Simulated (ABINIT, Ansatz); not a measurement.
Planning a run of ABINIT 10.8.3 on CdTe (F-43m). The input:

```
acell 3*1.0 Angstrom
rprim 
  0.000000000000 3.240000000000 3.240000000000
  3.240000000000 0.000000000000 3.240000000000
  3.240000000000 3.240000000000 0.000000000000
ntypat 2
znucl 48 52
natom 2
typat 1 2
xred 
  0.000000000000 0.000000000000 0.000000000000
  0.250000000000 0.250000000000 0.250000000000
pp_dirpath "pseudos"
pseudos "Cd.upf, Te.upf"
ecut 47
ngkpt 4 4 4
nshiftk 1
shiftk 0 0 0
kptopt 1
chksymbreak 0
iscf -2
irdden 1
istwfk *1
nband 167
nbdbuf 14
tolwfr 1e-09
nstep 60
prtvol 0
indata_prefix "in"
outdata_prefix "out"
tmpdata_prefix "tmp"
```

```sh
OMP_NUM_THREADS=1 mpirun -n 4 abinit run.abi > log
```

Question: Estimate wall time and host memory on 4 MPI ranks of Arm Neoverse V1, shared host.

It took 1.8 min; on shared hardware allow 53 s to 3.5 min. Peak host memory was 0.49 GiB.

[Paths, hosts, dates, memory and timing lines, banners, echoed tables and standing remarks are left out of the program output.]

[Logs are printed without paths, hosts, clocks, repeated set-up lines and the standing remarks that a program may print on its own settings, such as how far it seeks lower states.]

[Runs of the session that timed out or met a known fault of the program may be left out.]

[Hosts, paths, dates, database ids (printed as entryN), source tags and the programs' standing remarks are cut or masked in the printed files.]

[G0W0 gaps are taken among the corrected bands and points alone; a level outside them can change the order at an edge.]

[Where Ansatz stands beside ABINIT at settings called matched, ABINIT's density can come from a denser mesh and the files from another edition; pairs whose starting gaps differed by over 0.03 eV were left out, so agreement reads better than it is.]
